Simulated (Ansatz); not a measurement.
# LiGeBr3 in Imma, a phase reached by a soft mode: a soft mode frozen in

Which phase does LiGeBr3 in Imma, a phase reached by a soft mode fall into along its unstable mode, and how much energy does it gain?

Calculated with Ansatz 0.2.0; DFT LDA, scalar-relativistic, plane waves, PAW; PAW set soft_1.

The structure was built from a prototype and need not be the compound's stable phase.

In doubt: the program warns that the response may not be converged on this k-mesh (step 2), which bears on the force constants and all frequencies.

## 1. Starting point

It takes space group Imma (No. 74, orthorhombic). The conventional cell has a = 7.313 Å, b = 10.416 Å, c = 7.655 Å, α = 90.00°, β = 90.00°, γ = 90.00°. Nearest to Li lie 5 Br at 2.63 to 2.67 Å. Nearest to Ge lie 6 Br at 2.70 to 2.74 Å. Nearest to Br lie 2 Li at 2.63 Å and 2 Ge at 2.74 Å. Nearest to Br lie 1 Li at 2.67 Å and 2 Ge at 2.70 Å. Farther neighbours and most contacts between anions are not listed.

## 2. Modes at Γ

This phase was reached earlier by freezing in an unstable mode of a structure of higher symmetry and relaxing. Its zone-centre modes can show that it is still unstable.

Contents of input.yaml:

```yaml
crystal:
  lattice:
    - [-3.6566058038, 5.208193526, 3.8273443096]
    - [3.6566058038, -5.208193526, 3.8273443096]
    - [3.6566058038, 5.208193526, -3.8273443096]
  atoms:
    - { symbol: Li, position: [0.4952126937, 0.2452126937, 0.25] }
    - { symbol: Li, position: [0.5047873063, 0.7547873063, 0.75] }
    - { symbol: Ge, position: [0.5, 0.5, 0.0] }
    - { symbol: Ge, position: [0.0, 0.5, 0.5] }
    - { symbol: Br, position: [0.6819450149, 0.0, 0.1819450149] }
    - { symbol: Br, position: [0.3180549851, 0.0, 0.8180549851] }
    - { symbol: Br, position: [0.3180549851, 0.5, 0.3180549851] }
    - { symbol: Br, position: [0.6819450149, 0.5, 0.6819450149] }
    - { symbol: Br, position: [0.8433742532, 0.5933742532, 0.25] }
    - { symbol: Br, position: [0.1566257468, 0.4066257468, 0.75] }
kpoints:
  mp_grid: { grid: [4, 4, 4] }
hamiltonian:
  xc: lda
  pseudopotentials: { kind: paw, azcp: { folder: soft_1 }, xc_functional: pbe }
scf:
  occupations: { method: fixed }
output:
  eigenvalues: true
phonons:
  method: dfpt
  dielectric: true
  rigid_motions: translations
```

Run with:

```sh
ansatz run input.yaml --threads 8 --pin off --max-ram 16384MiB --backend cpu --events-out ev --progress --plain --runs-dir out
```

Numbers of over 12 decimals in the logs are rounded to 6 here.

The program printed:

```text
Engine: ansatz 0.2.0, aarch64-unknown-linux-gnu
Pseudopotentials: kind: paw
Pseudopotential: Li, paw, valence charge 3, recommended cutoff 420 eV (normal), soft_1/Li.paw.azcp
Pseudopotential: Ge, paw, valence charge 14, recommended cutoff 420 eV (normal), soft_1/Ge.paw.azcp
Pseudopotential: Br, paw, valence charge 7, recommended cutoff 420 eV (normal), soft_1/Br.paw.azcp
Functional definition: SPW92
  exchange = slater_x
  correlation = pw_c
Crystal: 10 atoms, lattice volume = 291.557 Å³
Basis set: ecut = 420 eV, 5701 PW (Γ), exchange–correlation on 100×100×100 points (8 copies of the dense FFT grid, shifted against one another)
Bands: 48, of which v1, the nominal top of the filled ones, is band 38 counted from 1 (37 counted from 0)
Symmetry: 8 space group operations
k-points: 36 of 64 (irreducible under 1 space group operation, time reversal used)
Non-local potential: Li, projectors of the file, l = 0: 3, l = 1: 2, l = 2: 1
Non-local potential: Ge, projectors of the file, l = 0: 2, l = 1: 2, l = 2: 3, l = 3: 1
Non-local potential: Br, projectors of the file, l = 0: 2, l = 1: 2, l = 2: 2
PAW form: soft (Blöchl's): semilocal exchange-correlation on the pseudo side does not see the compensation charge
PAW frozen core: Ge, regenerated for the run's functional, and the local potential with it (the file was generated under x = pbe(κ = 0.804, μ = 0.219515), c = pbe(β = 0.066725))
PAW frozen core: Br, regenerated for the run's functional, and the local potential with it (the file was generated under x = pbe(κ = 0.804, μ = 0.219515), c = pbe(β = 0.066725))
PAW one-centre angular grid: Li, 110 points (default); XC on 64 Gauss nodes
PAW one-centre angular grid: Ge, 590 points (default); XC on 64 Gauss nodes
PAW one-centre angular grid: Br, 110 points (default); XC on 64 Gauss nodes
Initial density: superposition of atomic densities (chi_scale 0.1, normalization cell, long waves kept (reshape's long-wave potential 0.05 eV rms))
Initial wavefunctions: pseudopotential atomic-orbital guess
Functional: x = slater, c = lda
SCF iter   1: F=—  HF=-25008.338277 eV  |F-HF|=—  |Δ(HF+E_count)|=         —  Δρ=3.30e-2  dr2=4.66e0  ethr=3.10e-3  ⟨swp⟩=5.0  Hψ=5627  notcnv=0  defer=272
preconditioner: auto → Resta (q_TF=auto, 2.181 Å⁻¹)  ε∞=3.5  [insulator: Δε(μ)=0.250 eV  Ē_g=9.906 eV  n_scr=58 (ndim 8)  ℏωp=15.7 eV  f_vac=0.119  ε∞_Penn≈3.5]
SCF iter   2: F=—  HF=-25006.833459 eV  |F-HF|=—  |Δ(HF+E_count)|=    1.50e0  Δρ=1.28e-2  dr2=7.58e-1  ethr=3.10e-3  ⟨swp⟩=3.0  Hψ=3529  notcnv=0  defer=270
SCF iter   3: F=—  HF=-25006.538279 eV  |F-HF|=—  |Δ(HF+E_count)|=   2.95e-1  Δρ=4.22e-3  dr2=8.90e-2  ethr=9.97e-4  ⟨swp⟩=2.2  Hψ=3012  notcnv=0  defer=284
SCF iter   4: F=—  HF=-25006.515907 eV  |F-HF|=—  |Δ(HF+E_count)|=   2.24e-2  Δρ=1.54e-3  dr2=1.13e-2  ethr=1.17e-4  ⟨swp⟩=3.0  Hψ=3071  notcnv=0  defer=288
SCF iter   5: F=—  HF=-25006.518524 eV  |F-HF|=—  |Δ(HF+E_count)|=   2.62e-3  Δρ=3.61e-4  dr2=1.10e-3  ethr=1.49e-5  ⟨swp⟩=2.0  Hψ=2997  notcnv=0  defer=288
SCF iter   6: F=—  HF=-25006.518901 eV  |F-HF|=—  |Δ(HF+E_count)|=   3.77e-4  Δρ=1.25e-4  dr2=1.09e-4  ethr=1.45e-6  ⟨swp⟩=2.0  Hψ=2876  notcnv=0  defer=282
SCF iter   7: F=—  HF=-25006.519023 eV  |F-HF|=—  |Δ(HF+E_count)|=   1.22e-4  Δρ=4.49e-5  dr2=1.57e-5  ethr=1.44e-7  ⟨swp⟩=2.0  Hψ=2919  notcnv=0  defer=237
SCF iter   8: F=—  HF=-25006.519033 eV  |F-HF|=—  |Δ(HF+E_count)|=   1.02e-5  Δρ=9.66e-6  dr2=4.96e-7  ethr=2.06e-8  ⟨swp⟩=2.0  Hψ=2925  notcnv=0  defer=195
SCF iter   9: F=—  HF=-25006.518978 eV  |F-HF|=—  |Δ(HF+E_count)|=   5.50e-5  Δρ=3.90e-6  dr2=7.81e-8  ethr=6.53e-10  ⟨swp⟩=2.0  Hψ=3024  notcnv=0  defer=161
SCF iter  10: F=—  HF=-25006.518978 eV  |F-HF|=—  |Δ(HF+E_count)|=   3.48e-9  Δρ=6.84e-7  dr2=2.19e-9  ethr=1.03e-10  ⟨swp⟩=2.0  Hψ=2328  notcnv=0  defer=162
SCF iter  11: F=—  HF=-25006.518978 eV  |F-HF|=—  |Δ(HF+E_count)|=   2.66e-9  Δρ=2.29e-7  dr2=2.49e-10  ethr=2.88e-12  ⟨swp⟩=2.1  Hψ=2421  notcnv=0  defer=162
SCF iter  12: F=-25006.518978 eV  HF=-25006.518978 eV  |F-HF|=7.28e-12  |Δ(HF+E_count)|=  4.00e-10  Δρ=6.32e-8  dr2=1.48e-11  ethr=1.00e-12  ⟨swp⟩=18.9  Hψ=12036  notcnv=0
SCF 1 converged in 12 iterations: F = -25006.518978 eV  dr2 = 1.48e-11
  greatest PAW one-centre occupation: 1.000 electrons in one spin orbital (limit 2), on the Li atom at site 1 (counted from 0), in its partial waves of l = 0
NSCF: frozen V_eff on 4 k-points
DFPT response loops at Γ: preconditioner auto → none (the input reference at scf.mixing.eps_inf says where Resta's filter doesn't serve); β = 0.50; Broyden in place of MSR1
── the response to a field inside a basis, on 8×8×8 k-points: an SCF that follows is theirs, and a resumed run solves both again ──
Bands: 39, of which v1, the nominal top of the filled ones, is band 38 counted from 1 (37 counted from 0)
k-points: 94 of 512
Initial density: handed on by an earlier stage of this run
Initial wavefunctions: pseudopotential atomic-orbital guess (no wavefunctions were taken with the density)
Eigensolver: Dense (94 Hₖ)
SCF iter   1: F=—  HF=-25006.409581 eV  |F-HF|=—  |Δ(HF+E_count)|=         —  Δρ=2.33e-4  dr2=9.96e-5  ethr=1.00e-1
preconditioner: auto → Resta (q_TF=auto, 2.181 Å⁻¹)  ε∞=4.9  [insulator: Δε(μ)=0.808 eV  Ē_g=7.909 eV  n_scr=58 (ndim 8)  ℏωp=15.7 eV  f_vac=0.159  ε∞_Penn≈4.9]
SCF iter   2: F=—  HF=-25006.409583 eV  |F-HF|=—  |Δ(HF+E_count)|=   2.43e-6  Δρ=1.27e-4  dr2=2.72e-5  ethr=1.31e-7
SCF iter   3: F=—  HF=-25006.409590 eV  |F-HF|=—  |Δ(HF+E_count)|=   6.78e-6  Δρ=2.41e-5  dr2=1.68e-6  ethr=3.58e-8
SCF iter   4: F=—  HF=-25006.409590 eV  |F-HF|=—  |Δ(HF+E_count)|=   2.42e-7  Δρ=7.09e-6  dr2=2.64e-7  ethr=2.22e-9
SCF iter   5: F=-25006.409590 eV  HF=-25006.409590 eV  |F-HF|=3.03e-8  |Δ(HF+E_count)|=   1.10e-7  Δρ=2.26e-6  dr2=3.89e-8  ethr=3.48e-10
SCF 1 converged in 5 iterations: F = -25006.409590 eV  dr2 = 3.89e-8
DFPT response loops at Γ: mixed as the last ones told, above
WARN: field response: ε∞ stands inside a basis, on 8×8×8 points; the force constants stand on the 4×4×4 k-mesh, whose period is 9.42 times the interband length at k = (0.0000, 0.0000, 0.0000), direct gap 0.660 eV, under 14: take them and everything formed from them as unconverged, and compare with a denser kpoints.mp_grid
SCF converged after 12 iterations
Free energy (F): -25006.518978 eV
Harris-Foulkes:  -25006.518978 eV  (|F-HF|=7.28e-12)
Internal energy: -25006.518978 eV  (E = F + TS)
E sigma→0 (E₀):  -25006.518978 eV
Fermi energy:    3.085453 eV
--- Per-component energies (eV) ---
  E_band       = -782.359115
  E_kinetic    = 1009.331606
  E_local      = -7800.133100  (includes V_loc(G=0)·N_el)
  E_nonlocal   = 709.266314
  E_hartree    = 3370.659057
  E_xc         = -1331.968761
  E_vxc        = -814.489732  (∫ρ·V_xc dr)
  E_paw        = -17253.122667  (= ΣΔE_a)
  E_vpaw       = -627.653042  (= ΣTr[D̂ρ^β])
  E_aug_tail   = 0.000538  (compensation charges beyond the density's cutoff)
  E_ewald      = -3715.607686
  E_core_change = 5.055721  (= ΣΔE_core)
  E_smearing   = -0.000000  (= −TS)
  E_closure    = 0.000000  (closes the sum)
  Σ components = -25006.518978   (vs F -25006.518978, Δ=0.00e0)
--- Band table (eV; the first three rows and the last of 36) ---
  k-point 0: bands = [... 34 lower, 1.0968, 1.1975, 1.2295, 3.0855, 3.7456, 4.2230, 4.3499, 6.2289, ... 6 higher]
  k-point 1: bands = [... 34 lower, 0.9826, 1.0127, 1.3436, 2.2754, 4.6184, 4.7365, 5.1860, 6.5862, ... 6 higher]
  k-point 2: bands = [... 34 lower, 0.9833, 0.9833, 1.5177, 1.5177, 5.7885, 5.7885, 6.1658, 6.1658, ... 6 higher]
  k-point 35: bands = [... 34 lower, 0.9285, 1.1883, 1.6341, 1.8818, 4.3913, 4.6245, 4.8067, 7.3755, ... 6 higher]
--- Phonons (Γ-DFPT): 12 representative perturbations + reference, on 36 of 64 k-points (Σ response iterations 45) ---
  k mesh reduced under 1 symmetry operation, with k and −k counted as one. Each operation leaves every solved perturbation unchanged. A smaller set is not considered because the run solves the response to a homogeneous field
  ASR residual: 6.645e-5 → 0.000e0 eV/Å²; symmetrization residual: 1.289e-5 eV/Å²
  ASR residual per site (eV/Å²): 2.95e-6 2.95e-6 1.48e-5 1.48e-5 3.46e-5 3.46e-5 3.46e-5 3.46e-5 6.65e-5 6.65e-5
  Γ frequencies (cm⁻¹): -74.70 0.00 0.00 0.00 25.08 28.91 38.87 40.68 49.03 61.06 61.65 68.35 71.36 72.64 75.86 88.30 100.01 104.98 131.84 133.40 138.00 138.14 140.27 166.61 192.26 200.38 219.12 262.45 263.19 308.46
  ε∞ (high-frequency dielectric tensor):
        6.009504     0.000000     0.000000
        0.000000     7.591989     0.000000
        0.000000     0.000000     6.384570
  softest optical mode at Γ: -74.70 cm⁻¹; the repairs (sum rule, projections) moved no ω² at Γ by more than (3.92 cm⁻¹)²
  Born effective charges Z* (e; rows j = field, columns β = displacement):
    site 0:
         1.35486    0.00000    0.00000
        -0.00000    1.41002    0.00000
         0.00000    0.00000    0.62980
    site 1:
         1.35486    0.00000    0.00000
        -0.00000    1.41002    0.00000
         0.00000    0.00000    0.62980
    site 2:
         4.32413    0.00000    0.00000
        -0.00000    5.56282    0.67837
         0.00000   -1.93292    4.50716
    site 3:
         4.32413    0.00000    0.00000
        -0.00000    5.56282   -0.67837
         0.00000    1.93292    4.50716
    site 4:
        -2.60527    0.00000   -1.87780
        -0.00000   -0.72232    0.00000
        -2.02253   -0.00000   -2.20243
    site 5:
        -2.60527    0.00000   -1.87780
        -0.00000   -0.72232    0.00000
        -2.02253   -0.00000   -2.20243
    site 6:
        -2.60527    0.00000    1.87780
         0.00000   -0.72232    0.00000
         2.02253    0.00000   -2.20243
    site 7:
        -2.60527   -0.00000    1.87780
        -0.00000   -0.72232    0.00000
         2.02253    0.00000   -2.20243
    site 8:
        -0.46845    0.00000    0.00000
        -0.00000   -5.52819    0.00000
         0.00000    0.00000   -0.73210
    site 9:
        -0.46845    0.00000    0.00000
        -0.00000   -5.52819    0.00000
         0.00000    0.00000   -0.73210
  Z* charge neutrality: 1.242e-2 e pre-enforcement
  solved inside a basis spanned on kpoints, on 8×8×8 k-points, its susceptibility summed on 10×10×10: ε∞ is read to err by 5.0e-2, Z* by 4.0e-2 e (field_mesh: kpoints solves on kpoints); Z* is corrected for what the basis lacks
  optical modes at Γ without the LO–TO term, one row a degenerate level:
      ω (cm⁻¹)  modes    IR ((D/Å)²/amu)
        -74.70      1            36.3119
         25.08      1             0.0000
         28.91      1             0.4934
         38.87      1             0.0000
         40.68      1            11.6938
         49.03      1            20.7550
         61.06      1             0.1296
[...]
optical modes at Γ + LO–TO along q̂ = [1.0000, 0.0000, 0.0000]:
      ω (cm⁻¹)  modes    IR ((D/Å)²/amu)
[...]
optical modes at Γ + LO–TO along q̂ = [0.0000, 1.0000, 0.0000]:
      ω (cm⁻¹)  modes    IR ((D/Å)²/amu)
[...]
optical modes at Γ + LO–TO along q̂ = [0.0000, 0.0000, 1.0000]:
      ω (cm⁻¹)  modes    IR ((D/Å)²/amu)
[...]
133.40      1             5.5974
        138.00      1             0.0000
        138.14      1             0.0000
        140.27      1             0.0000
        166.61      1             0.0000
        175.73      1            16.6175
        192.26      1             0.0000
        200.38      1            14.7393
        232.85      1            11.5057
        262.45      1             0.0000
        263.19      1             0.0000
        308.46      1             9.3816
```

It took 3.5 min on 8 threads of Arm Neoverse V2, shared host; peak memory 2.9 GiB.

This step gave:

| Quantity | Value |
| --- | --- |
| gap on the k-mesh | 0.6602 eV |
| volume per atom | 29.16 Å³ |
| sum-rule residual before enforcement | 6.65e-5 eV/Å² |
| miss of the charge sum rule | 0.01242 e |
| estimated error of the dielectric tensor | 0.05044 |
| estimated error of the Born charges | 0.04018 e |
| point group | mmm |
| highest optical mode at the zone centre (no LO-TO term) | 308.5 cm⁻¹ |
| lowest optical zone-centre mode | -74.7 cm⁻¹ |
| mean high-frequency dielectric constant | 6.662 |
| largest Born charge (third of the trace) | 4.798 e |
| top of the zone-centre spectrum with the field | 330.7 cm⁻¹ |

Patterns of degenerate modes are one choice out of their space. Modes at Γ, with each element's share of the kinetic energy (negative means imaginary):

| mode | frequency (cm⁻¹) | symmetry | Li % | Ge % | Br % |
| --- | --- | --- | --- | --- | --- |
| 1 | -74.7 | B2u | 0 | 46 | 54 |
| 2 | 0.0 | acoustic | 2 | 23 | 75 |
| 3 | 0.0 | acoustic | 2 | 23 | 75 |
| 4 | 0.0 | acoustic | 2 | 23 | 75 |
| 5 | 25.1 | B1g | 0 | 0 | 100 |
| 6 | 28.9 | B3u | 1 | 0 | 99 |
| 7 | 38.9 | B2g | 0 | 0 | 100 |
| 8 | 40.7 | B3u | 0 | 74 | 26 |
| 9 | 49.0 | B1u | 0 | 73 | 26 |
| 10 | 61.1 | B2u | 2 | 38 | 61 |
| 11 | 61.6 | Au | 0 | 0 | 100 |
| 12 | 68.3 | B3g | 1 | 0 | 99 |
| 13 | 71.4 | Ag | 2 | 0 | 98 |
| 14 | 72.6 | B1u | 0 | 11 | 89 |
| 15 | 75.9 | B3u | 0 | 3 | 96 |
| 16 | 88.3 | B2g | 1 | 0 | 99 |
| 17 | 100.0 | Ag | 3 | 0 | 97 |
| 18 | 105.0 | B1u | 1 | 3 | 96 |
| 19 | 131.8 | B1u | 29 | 63 | 9 |
| 20 | 133.4 | B2u | 9 | 81 | 10 |
| 21 | 138.0 | B3g | 1 | 0 | 99 |
| 22 | 138.1 | B1g | 0 | 0 | 100 |
| 23 | 140.3 | Au | 0 | 100 | 0 |
| 24 | 166.6 | B3g | 1 | 0 | 99 |
| 25 | 192.3 | Ag | 95 | 0 | 5 |
| 26 | 200.4 | B3u | 96 | 0 | 4 |
| 27 | 219.1 | B1u | 68 | 27 | 5 |
| 28 | 262.4 | B2g | 98 | 0 | 2 |
| 29 | 263.2 | B3g | 97 | 0 | 3 |
| 30 | 308.5 | B2u | 87 | 12 | 1 |

Displacements in mode 1 (-74.7 cm⁻¹), the largest set to 1:
```
Li1  0.00 -0.09  0.00
Li2  0.00 -0.09  0.00
Ge3  0.00 -0.92 -0.33
Ge4  0.00 -0.92  0.33
Br5  0.00 -0.08  0.00
Br6  0.00 -0.08  0.00
Br7  0.00 -0.08  0.00
Br8  0.00 -0.08  0.00
Br9  0.00  1.00  0.00
Br10 0.00  1.00  0.00
```

Displacements in mode 11 (61.6 cm⁻¹), the largest set to 1:
```
Li1  0.00  0.00  0.00
Li2  0.00  0.00  0.00
Ge3  0.06  0.00  0.00
Ge4 -0.06  0.00  0.00
Br5  0.00 -1.00  0.00
Br6  0.00 -1.00  0.00
Br7  0.00  1.00  0.00
Br8  0.00  1.00  0.00
Br9  0.00  0.00  0.00
Br10 0.00  0.00  0.00
```

Before it was imposed, the acoustic sum rule was missed by 6.6e-5 eV/Å² and the charge sum rule by 0.012 e. Small misses are needed for a sound result but don't prove that mesh and cutoff are converged. The lowest optical mode is imaginary, 74.7i cm⁻¹, so the energy falls along it.

The log warns of the k mesh: “the force constants stand on the 4×4×4 k-mesh, whose period is 9.42 times the interband length at k = (0.0000, 0.0000, 0.0000), direct gap 0.660 eV, under 14: take them and everything formed from them as unconverged”.

## 3. The mode frozen in, largest atomic shift 0 Å

The mode followed lies at Γ with frequency 74.7i cm⁻¹, the softest among the wavevectors solved. At small amplitude the distorted cell has space group no. 46 by a symmetry search on the positions. The undistorted cell that holds it gives the zero of energy on the same k mesh.

Changes to input.yaml since step 2:

```diff
@@ -22,8 +22,6 @@
 scf:
-  occupations: { method: fixed }
+  occupations: { method: gaussian, width: 0.02 }
 output:
+  forces: true
+  stress: true
   eigenvalues: true
-phonons:
-  method: dfpt
-  dielectric: true
-  rigid_motions: translations
```

The program printed:

```text
[...]
Crystal: 10 atoms, lattice volume = 291.557 Å³
Basis set: ecut = 420 eV, 5701 PW (Γ)
Bands: 48, of which v1, the nominal top of the filled ones, is band 38 counted from 1 (37 counted from 0)
Symmetry: 8 space group operations
[...]
k-points: 18 of 64
[...]
k-point 0: bands = [... 34 lower, 1.0968, 1.1974, 1.2296, 3.0854, 3.7456, 4.2230, 4.3499, 6.2288, ... 5 higher]
  k-point 1: bands = [... 34 lower, 0.9825, 1.0127, 1.3436, 2.2754, 4.6184, 4.7365, 5.1860, 6.5862, ... 5 higher]
  k-point 2: bands = [... 34 lower, 0.9832, 0.9832, 1.5177, 1.5177, 5.7885, 5.7885, 6.1658, 6.1658, ... 5 higher]
  k-point 17: bands = [... 34 lower, 0.9286, 1.1883, 1.6340, 1.8819, 4.3913, 4.6245, 4.8066, 7.3756, ... 5 higher]
[key lines of the parts left out:]
SCF converged after 9 iterations
Free energy (F): -25006.518976 eV
Fermi energy:    3.415527 eV
P = ⅓ Tr σ = -0.0005 GPa (-0.005 kbar)
```

Wall time 2.4 s (8 threads); peak memory 1 GiB; 17 s of CPU time.

This step gave:

| Quantity | Value |
| --- | --- |
| pressure | -5.17e-4 GPa |
| energy from the undistorted cell | 0 meV/atom |

At this level the gap is 0.66 eV on the k-mesh of the self-consistent run, which can miss the band edges.

## 4. The mode frozen in, largest atomic shift 0.08 Å

The atoms are moved along the unstable eigenvector, the largest shift by 0.08 Å, with the cell fixed.

input.yaml, the sections that differ from step 3:

```yaml
crystal:
  lattice:
    - [-3.6566058038, 5.208193526, 3.8273443096]
    - [3.6566058038, -5.208193526, 3.8273443096]
    - [3.6566058038, 5.208193526, -3.8273443096]
  atoms:
    - { symbol: Li, position: [0.4958705037, 0.2452126937, 0.2506578101] }
    - { symbol: Li, position: [0.5054451164, 0.7547873063, 0.7506578101] }
    - { symbol: Ge, position: [0.5105632572, 0.5034870646, 0.0070761926] }
    - { symbol: Ge, position: [0.003589128, 0.4965129354, 0.5070761926] }
    - { symbol: Br, position: [0.6825405428, 0.0, 0.1825405428] }
    - { symbol: Br, position: [0.318650513, 0.0, 0.818650513] }
    - { symbol: Br, position: [0.318650513, 0.5, 0.318650513] }
    - { symbol: Br, position: [0.6825405428, 0.5, 0.6825405428] }
    - { symbol: Br, position: [0.835694047, 0.5933742532, 0.2423197938] }
    - { symbol: Br, position: [0.1489455406, 0.4066257468, 0.7423197938] }
# kpoints, hamiltonian, scf, output: as in step 3
```

The program printed:

```text
[...]
Crystal: 10 atoms, lattice volume = 291.557 Å³
Basis set: ecut = 420 eV, 5701 PW (Γ)
Bands: 48, of which v1, the nominal top of the filled ones, is band 38 counted from 1 (37 counted from 0)
Symmetry: 4 space group operations
[...]
k-points: 18 of 64 (time reversal used)
[...]
k-point 0: bands = [... 34 lower, 1.0636, 1.1442, 1.2513, 3.0912, 3.7848, 4.3860, 4.3880, 6.2261, ... 5 higher]
  k-point 1: bands = [... 34 lower, 0.9404, 0.9885, 1.3272, 2.3161, 4.6514, 4.8057, 5.2673, 6.5869, ... 5 higher]
  k-point 2: bands = [... 34 lower, 0.9414, 0.9414, 1.5448, 1.5448, 5.8067, 5.8067, 6.2137, 6.2137, ... 5 higher]
  k-point 17: bands = [... 34 lower, 0.9513, 1.1795, 1.5582, 1.9406, 4.4271, 4.7841, 4.8399, 7.3933, ... 5 higher]
[key lines of the parts left out:]
SCF converged after 9 iterations
Free energy (F): -25006.529584 eV
Fermi energy:    3.438015 eV
P = ⅓ Tr σ = 0.2281 GPa (2.281 kbar)
```

Run time: 3.3 s. Hardware: 8 threads; peak memory 0.9 GiB; 24 s of CPU time.

This step gave:

```yaml
pressure: 0.2281 GPa
gap_on_the_k_mesh: 0.6936 eV
energy_from_the_undistorted_cell: -1.061 meV/atom
```

The energy, extrapolated to zero smearing, is -1.06 meV/atom against the undistorted cell.

The run ends at a pressure of 0.23 GPa, with forces up to 0.054 eV/Å.

[end of part 1 of 3]

[Logs are printed without paths, hosts, clocks, repeated set-up lines and the standing remarks that a program may print on its own settings, such as how far it seeks lower states.]

[Hosts, paths, dates, database ids (printed as entryN), source tags and the programs' standing remarks are cut or masked in the printed files.]
